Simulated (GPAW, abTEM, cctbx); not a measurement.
# ScMnSb2: the scripts behind a bonding study

Short scripts, each with its output. The cell comes from substitution in a known structure type and wasn't matched to any measured phase.

## 1. Relax the structure

```text
cell
1.0
     4.225000000    0.000000000    0.000000000
    -2.112500000    3.658957331    0.000000000
     0.000000000    0.000000000    6.010000000
Sb Mn Sc
2 1 1
Direct
0.666666667 0.333333333 0.758200000
0.333333333 0.666666667 0.241800000
0.000000000 0.000000000 0.000000000
0.000000000 0.000000000 0.500000000
```

```python
from ase.constraints import FixSymmetry
from ase.filters import FrechetCellFilter
from ase.io import read, write
from ase.optimize import BFGS
from ase.parallel import parprint
from gpaw import GPAW, PW, FermiDirac

atoms = read("start.vasp")
atoms.set_initial_magnetic_moments([0, 0, 4, 0])
atoms.set_constraint(FixSymmetry(atoms))
atoms.calc = GPAW(mode=PW(570), xc="PBE", kpts={"size": (5, 5, 3), "gamma": True},
                 occupations=FermiDirac(0.1), maxiter=120, symmetry={"tolerance": 1e-5}, txt="relax.txt")
BFGS(FrechetCellFilter(atoms), maxstep=0.15).run(fmax=0.03, steps=40)
parprint("cell  %.4f %.4f %.4f  %.2f %.2f %.2f" % tuple(atoms.cell.cellpar()))
parprint("volume %.3f A^3, largest force %.3f eV/A, largest stress %.2f GPa" % (atoms.get_volume(), abs(atoms.get_forces()).max(), 160.218 * abs(atoms.get_stress()).max()))
atoms.set_constraint()
write("relaxed.vasp", atoms, direct=True)
```

```console
$ OMP_NUM_THREADS=1 mpirun -n 4 gpaw python run.py > gpaw.log
```

```text
      Step        Energy          fmax
BFGS:    0      -24.787808        0.871142
BFGS:    1      -24.812041        0.791832
BFGS:    2      -24.942652        0.311366
BFGS:    3      -24.947064        0.293700
BFGS:    4      -24.955097        0.231935
BFGS:    5      -24.968577        0.278659
BFGS:    6      -24.978415        0.314596
BFGS:    7      -24.983301        0.299979
BFGS:    8      -24.985851        0.266591
BFGS:    9      -24.991519        0.167952
BFGS:   10      -24.996730        0.127056
BFGS:   11      -24.999108        0.051009
BFGS:   12      -24.999493        0.008426
cell  4.0558 4.0558 6.4230  90.00 90.00 120.00
volume 91.501 A^3, largest force 0.008 eV/A, largest stress 0.05 GPa
```

Time: 2.4 min on 4 cores of AMD EPYC 9R14 (Zen 4) (shared host), peak memory 1.3 GiB.

## 2. Build the all-electron density and subtract free atoms

```text
cell
1.0
     4.055823120    0.000000000    0.000000000
    -2.027911560    3.512445860    0.000000000
     0.000000000    0.000000000    6.423007220
Sb Mn Sc
2 1 1
Direct
0.666666670 0.333333330 0.779069720
0.333333330 0.666666670 0.220930280
0.000000000 0.000000000 0.000000000
0.000000000 0.000000000 0.500000000
```

```python
import numpy as np
from ase.io import read
from ase.units import Bohr
from gpaw import GPAW, PW, FermiDirac
from gpaw.calculator import GPAW as OldGPAW
from gpaw.mpi import serial_comm, world
from scipy.special import erfc
from scipy.spatial import cKDTree

atoms = read("cell.vasp")
atoms.set_initial_magnetic_moments([0, 0, 4, 0])
atoms.calc = GPAW(mode=PW(450), xc="PBE", kpts={"size": (7, 7, 4), "gamma": True},
                 occupations=FermiDirac(0.1), maxiter=120, symmetry={"tolerance": 1e-5}, txt="scf.txt")
atoms.get_potential_energy()
rho = atoms.calc.get_all_electron_density(gridrefinement=2)
moments = atoms.get_magnetic_moments() if atoms.calc.get_number_of_spins() == 2 else np.zeros(len(atoms))
total = atoms.get_magnetic_moment() if moments.any() else 0.0
if world.rank == 0:
    free = OldGPAW(mode=PW(450), xc="PBE", txt=None, communicator=serial_comm)
    neutral = atoms.copy()
    neutral.set_initial_magnetic_moments(None)
    free.initialize(neutral)
    free.set_positions(neutral)
    drho = rho - free.get_all_electron_density(gridrefinement=2)
    # GPAW starts from confined atoms: exchange their smooth part for that of the datasets' free atoms
    h = np.stack(np.meshgrid(*[np.fft.fftfreq(n, 1 / n) for n in drho.shape], indexing="ij"), -1)
    gabs = np.linalg.norm(h @ atoms.cell.reciprocal(), axis=-1)
    tails = np.fft.fftn(free.get_pseudo_density(gridrefinement=2))
    g, form, v0 = np.linspace(0, gabs.max(), 1500), {}, 0
    for e in set(atoms.symbols):
        idx = atoms.symbols.search(e)
        d = free.setups[idx[0]].data
        r, w = d.rgd.r_g * Bohr, d.rgd.r_g**2 * d.rgd.dr_g
        j0 = np.sinc(2 * g[:, None] * r)
        smooth = sum(f * p**2 for f, p in zip(d.f_j, d.phit_jg)) + np.sqrt(4 * np.pi) * d.nct_g
        full = sum(f * p**2 for f, p in zip(d.f_j, d.phi_jg)) + np.sqrt(4 * np.pi) * d.nc_g
        phase = sum(np.exp(-2j * np.pi * h @ s) for s in atoms.get_scaled_positions()[idx])
        tails -= np.interp(gabs, g, j0 @ (smooth * w)) * phase * drho.size / atoms.get_volume()
        form[e] = j0 @ (full * w)
        v0 += 2 * np.pi / 3 * 14.3996 * (full * w * r**2).sum() * len(idx)  # V A^3
    tails *= 0.5 * erfc((gabs - 1.8) / 0.25)  # the tails differ at long wavelengths alone
    drho += np.fft.ifftn(tails).real  # crystal minus superposed spherical free atoms
    np.save("drho.npy", drho)
    dv = atoms.get_volume() / drho.size
    print("grid", drho.shape, " electrons %.3f" % (rho.sum() * dv), " moved by bonding %.3f e" % (abs(drho).sum() * dv / 2))
    pts = np.indices(drho.shape).reshape(3, -1).T / drho.shape @ atoms.cell
    shifts = (np.indices((3, 3, 3)).reshape(3, -1).T - 1) @ atoms.cell
    images = (atoms.positions[None] + shifts[:, None]).reshape(-1, 3)
    dist, idx = cKDTree(images).query(pts, k=4)
    out = drho.ravel()[dist[:, 0] > 0.5]
    print("deformation density beyond 0.5 A of the nuclei: max %.3f, min %.3f e/A^3" % (out.max(), out.min()))
    tie = dist < dist[:, :1] + 1e-4
    q = -np.bincount((idx % len(atoms))[tie], (drho.ravel()[:, None] / tie.sum(1, keepdims=True) * tie)[tie], len(atoms)) * dv
    print("atom        x       y       z   Voronoi charge  moment")
    for a, s, c, m in zip(atoms, atoms.get_scaled_positions(), q, moments):
        print("%-2s%-3d %7.4f %7.4f %7.4f %10.3f %10.2f" % (a.symbol, a.index + 1, *s, c, m))
    np.savez("free.npz", g=g, **form)
    print("mean inner potential of superposed free atoms %.3f V" % (v0 / atoms.get_volume()))
    print("total magnetic moment %.3f muB" % total)
```

```console
$ OMP_NUM_THREADS=1 mpirun -n 4 gpaw python run.py > gpaw.log
```

```text
grid (40, 40, 64)  electrons 148.000  moved by bonding 0.731 e
deformation density beyond 0.5 A of the nuclei: max 0.160, min -0.072 e/A^3
atom        x       y       z   Voronoi charge  moment
Sb1    0.6667  0.3333  0.7791     -0.007      -0.07
Sb2    0.3333  0.6667  0.2209     -0.007      -0.07
Mn3    0.0000  0.0000  0.0000     -0.099       3.15
Sc4    0.0000  0.0000  0.5000      0.112       0.02
mean inner potential of superposed free atoms 19.853 V
total magnetic moment 3.209 muB
```

Time: 21 s.

## 3. Fourier-transform the difference

```python
from cctbx import adptbx, crystal, miller, xray
from cctbx.eltbx import tiny_pse
import numpy as np

cs = crystal.symmetry(unit_cell=(4.0558, 4.0558, 6.423, 90, 90, 120), space_group_symbol='Hall: -P 3 2"')  # P-3m1
atoms = [  # label, site, U (iso, or U11 U22 U33 U12 U13 U23 in A^2), occupancy
    ("Sb1", (2/3, 1/3, 0.77907), 0.0000, 1),
    ("Mn1", (0, 0, 0), 0.0000, 1),
    ("Sc1", (0, 0, 0.5), 0.0000, 1),
]
xs = xray.structure(crystal_symmetry=cs)
for label, site, u, occ in atoms:
    u = adptbx.u_cif_as_u_star(cs.unit_cell(), u) if isinstance(u, tuple) else u
    xs.add_scatterer(xray.scatterer(label, site=site, u=u, occupancy=occ))
xs.scattering_type_registry(table="wk1995")
drho = np.load("drho.npy")
T = np.array([[1, 0, 0], [0, 1, 0], [0, 0, 1]])  # conventional axes in terms of the primitive ones
dF = np.fft.ifftn(drho) * 91.50126  # electrons a conventional cell, indexed by primitive hkl
ms = miller.build_set(cs, anomalous_flag=False, d_min=0.9).sort("resolution")
iam = ms.structure_factors_from_scatterers(xs, algorithm="direct").f_calc()
p1 = xs.expand_to_p1()
z = np.array([tiny_pse.table(sc.scattering_type).atomic_number() for sc in p1.scatterers()])
x = np.array(p1.sites_frac())
free = np.load("free.npz")
print("static structure factors of the conventional cell: F in electrons, V (Mott-Bethe) in volts")
print("   h  k  l      d  |F| table  |F| free   |F| DFT   change   |V| free  |V| DFT  change %")
for h, d, table in list(zip(ms.indices(), ms.d_spacings().data(), iam.data()))[:16]:
    df = dF[tuple(np.rint(np.linalg.solve(T, h)).astype(int))]
    phase = np.exp(2j * np.pi * x @ h)
    f = sum(np.interp(1 / d, free["g"], free[sc.scattering_type]) * p for sc, p in zip(p1.scatterers(), phase))
    fz = (z * phase).sum()
    c = 14.3996 * d * d / (np.pi * cs.unit_cell().volume())
    v0, v1 = abs(fz - f) * c, abs(fz - f - df) * c
    print("%4d%3d%3d %7.4f %9.3f %9.3f %9.3f %8.3f %9.3f %8.3f %8s" % (h + (d, abs(table), abs(f), abs(f + df), abs(f + df) - abs(f), v0, v1, "%.1f" % (100 * (v1 / v0 - 1)) if v0 > 0.02 else "-")))
```

```console
$ python run.py
```

```text
static structure factors of the conventional cell: F in electrons, V (Mott-Bethe) in volts
   h  k  l      d  |F| table  |F| free   |F| DFT   change   |V| free  |V| DFT  change %
   0  0  1  6.4230    21.879    21.868    21.902    0.033     1.361    1.293     -5.1
   1  0  0  3.5124     6.618     6.648     6.443   -0.205     1.019    0.892    -12.5
   0  0  2  3.2115    44.600    44.677    44.746    0.069     2.373    2.337     -1.5
   1  0  1  3.0817    77.514    77.563    77.515   -0.048     6.929    6.952      0.3
   1  0 -1  3.0817    69.911    69.922    70.154    0.232     5.556    5.446     -2.0
   1  0  2  2.3701    46.175    46.058    45.977   -0.081     4.508    4.531      0.5
   1  0 -2  2.3701    96.056    95.950    95.721   -0.229     8.228    8.293      0.8
   0  0  3  2.1410    36.926    37.002    36.910   -0.093     2.786    2.807      0.8
   1  1  0  2.0279   107.873   107.759   107.634   -0.125     8.290    8.316      0.3
   1  1  1  1.9338    17.264    17.186    17.136   -0.050     1.001    1.010      0.9
   1  0  3  1.8281    77.161    77.074    76.922   -0.151     4.838    4.863      0.5
   1  0 -3  1.8281    31.752    31.821    31.738   -0.082     2.179    2.192      0.6
   2  0  0  1.7562     7.165     7.240     7.274    0.035     0.346    0.351      1.5
   1  1  2  1.7147    38.353    38.410    38.324   -0.086     1.599    1.612      0.8
   2  0  1  1.6940    57.739    57.653    57.424   -0.229     3.443    3.476      1.0
   2  0 -1  1.6940    63.906    63.952    63.728   -0.224     4.051    4.083      0.8
```

Time: 0.29 s on 1 core of AMD EPYC 9R14 (Zen 4) (shared host), peak memory 0.08 GiB.

## 4. Propagate a plane wave with and without the bonding term

```python
import abtem
import numpy as np
from ase.build import make_supercell
from ase.io import read

abtem.config.set({"dask.lazy": False, "fft": "fftw", "diagnostics.progress_bar": False})
M = [[0, 0, 1], [-1, -2, 0], [1, 0, 0]]  # rows: x, y and beam direction in the primitive cell's axes
unit = make_supercell(read("cell.vasp"), M)
unit.set_cell(list(unit.cell.lengths()) + [90, 90, 90], scale_atoms=True)
unit.positions[:, 2] += 0.5070  # keeps atomic planes off the slice boundaries
unit.wrap()
slab = unit * (2, 2, 144)
print(slab.get_chemical_formula(), "| box %.2f x %.2f x %.2f A" % tuple(slab.cell.lengths()))

# change of the potential by bonding, from the DFT deformation density (Poisson's equation term by term)
drho = np.load("drho.npy")
prim = read("cell.vasp")
h = np.stack(np.meshgrid(*[np.fft.fftfreq(n, 1 / n) for n in drho.shape], indexing="ij"), -1).reshape(-1, 3).astype(int)
g2 = ((h @ prim.cell.reciprocal()) ** 2).sum(1)
keep = (g2 > 0) & (g2 < 2.5**2)
shape = (184, 201, 24)
vg = np.zeros(shape, complex)
hm = h[keep] @ np.array(M).T
move = np.exp(-2j * np.pi * hm[:, 2] * (0.5070 / unit.cell[2, 2] - 0.5 / shape[2]))  # the same shift, sampled at mid-points
vg[tuple(hm.T % np.array(shape)[:, None])] = -14.3996 / np.pi * (np.fft.fftn(drho).ravel() / drho.size)[keep] / g2[keep] * move
dV = np.fft.ifftn(vg).real * vg.size
dV = dV.reshape(184, 201, 4, 6).mean(3) * unit.cell[2, 2] / 4  # V A, projected in each slice
dV = np.tile(dV.transpose(2, 0, 1), (144, 2, 2))


def build(atoms):
    p = abtem.Potential(atoms, gpts=(368, 402), slice_thickness=[slab.cell[2, 2] / 576] * 576,
                        parametrization="lobato", projection="infinite", exit_planes=48).build()
    p.array[:] += BONDING * dV
    return p


sigmas = {'Sb': 0.082, 'Mn': 0.093, 'Sc': 0.096}  # r.m.s. displacement along each axis, A
u = np.array([sigmas[s] for s in slab.symbols])[:, None]
rng = np.random.default_rng(386)


def potentials():
    for _ in range(3):  # frozen phonons, one configuration at a time
        atoms = slab.copy()
        atoms.positions += u * rng.standard_normal((len(atoms), 3))
        atoms.wrap()
        yield build(atoms)


for label, BONDING in (("IAM", 0.0), ("DFT", 1.0)):
    print("=====", label)
    rng = np.random.default_rng(386)  # the same displacements for both
    potential = build(slab)
    print("grid", potential.gpts, "slices", potential.num_slices)
    thickness = potential.exit_thicknesses
    wave = abtem.PlaneWave(energy=200000)
    dp = np.mean([wave.multislice(p).diffraction_patterns(max_angle="valid").array for p in potentials()], axis=0)
    hkl = [(0, 0, 0), (0, 0, 1), (0, 1, 0), (0, 0, 2), (0, 1, 1), (0, -1, 1), (0, 1, 2)]
    nx, ny = dp.shape[-2:]
    print("intensity of each beam, fraction of the incident wave")
    print("  t (A)" + "".join("%9s" % " ".join(map(str, h)) for h in hkl) + "  diffuse    total")
    grid = np.zeros((nx, ny), bool)
    grid[nx // 2 % 2::2, ny // 2 % 2::2] = True
    for t, a in list(zip(thickness, dp))[1:]:
        idx = [np.rint(np.array(M) @ np.linalg.solve([[1, 0, 0], [0, 1, 0], [0, 0, 1]], h)).astype(int) for h in hkl]
        print("%7.1f" % t + "".join("%9.5f" % a[nx // 2 + i[0] * 2, ny // 2 + i[1] * 2] for i in idx) + "%9.4f%9.4f" % (a[~grid].sum(), a.sum()))
```

```console
$ python run.py
```

```text
Mn1152Sb2304Sc1152 | box 12.85 x 14.05 x 584.04 A
===== IAM
grid (368, 402) slices 576
intensity of each beam, fraction of the incident wave
  t (A)    0 0 0    0 0 1    0 1 0    0 0 2    0 1 1   0 -1 1    0 1 2  diffuse    total
   48.7  0.59582  0.00049  0.01251  0.00657  0.00456  0.00662  0.02416   0.0594   0.9966
   97.3  0.41749  0.00010  0.03341  0.02594  0.00263  0.01087  0.03602   0.1087   0.9942
  146.0  0.44988  0.00066  0.02744  0.02732  0.00277  0.00707  0.01903   0.1611   0.9911
  194.7  0.55975  0.00268  0.00588  0.00993  0.00667  0.00600  0.00240   0.1892   0.9890
  243.3  0.50760  0.00268  0.00628  0.00587  0.00373  0.00996  0.00456   0.2172   0.9865
  292.0  0.34336  0.00025  0.02229  0.02255  0.00126  0.01196  0.00771   0.2535   0.9837
  340.7  0.30028  0.00297  0.01951  0.02358  0.00532  0.00612  0.00818   0.2880   0.9806
  389.4  0.36497  0.00900  0.00825  0.00701  0.00448  0.00243  0.00605   0.3206   0.9777
  438.0  0.39140  0.00603  0.00305  0.00228  0.00047  0.00583  0.00427   0.3411   0.9752
  486.7  0.34143  0.00148  0.00852  0.00531  0.00227  0.00485  0.01040   0.3586   0.9730
  535.4  0.28635  0.00520  0.01593  0.00520  0.00431  0.00075  0.01648   0.3774   0.9706
  584.0  0.29807  0.00923  0.01349  0.00434  0.00078  0.00046  0.01338   0.3939   0.9685
===== DFT
grid (368, 402) slices 576
intensity of each beam, fraction of the incident wave
  t (A)    0 0 0    0 0 1    0 1 0    0 0 2    0 1 1   0 -1 1    0 1 2  diffuse    total
   48.7  0.59631  0.00045  0.01179  0.00683  0.00435  0.00669  0.02437   0.0594   0.9966
   97.3  0.41778  0.00009  0.03341  0.02563  0.00252  0.01016  0.03615   0.1088   0.9942
  146.0  0.45161  0.00047  0.02910  0.02631  0.00248  0.00627  0.01859   0.1613   0.9911
  194.7  0.56369  0.00214  0.00694  0.00895  0.00570  0.00616  0.00229   0.1892   0.9890
  243.3  0.51185  0.00225  0.00583  0.00546  0.00334  0.00981  0.00478   0.2169   0.9865
  292.0  0.34441  0.00033  0.02219  0.02201  0.00177  0.01084  0.00844   0.2529   0.9837
  340.7  0.30176  0.00257  0.01994  0.02239  0.00577  0.00581  0.00917   0.2872   0.9807
  389.4  0.37238  0.00741  0.00809  0.00594  0.00488  0.00303  0.00642   0.3195   0.9778
  438.0  0.39990  0.00502  0.00250  0.00172  0.00101  0.00579  0.00446   0.3395   0.9753
  486.7  0.34244  0.00153  0.00824  0.00496  0.00242  0.00456  0.01163   0.3565   0.9731
  535.4  0.28315  0.00456  0.01621  0.00521  0.00399  0.00090  0.01809   0.3756   0.9707
  584.0  0.29911  0.00766  0.01311  0.00460  0.00085  0.00036  0.01390   0.3927   0.9685
```

Time: 2.3 min.

[Outputs are excerpts: Python notices, other lines and further rows are left out; steps that failed or that the build refused (PBEsol, TPSS) are not shown.]

[Logs are printed without paths, hosts, clocks, repeated set-up lines and the standing remarks that a program may print on its own settings, such as how far it seeks lower states.]
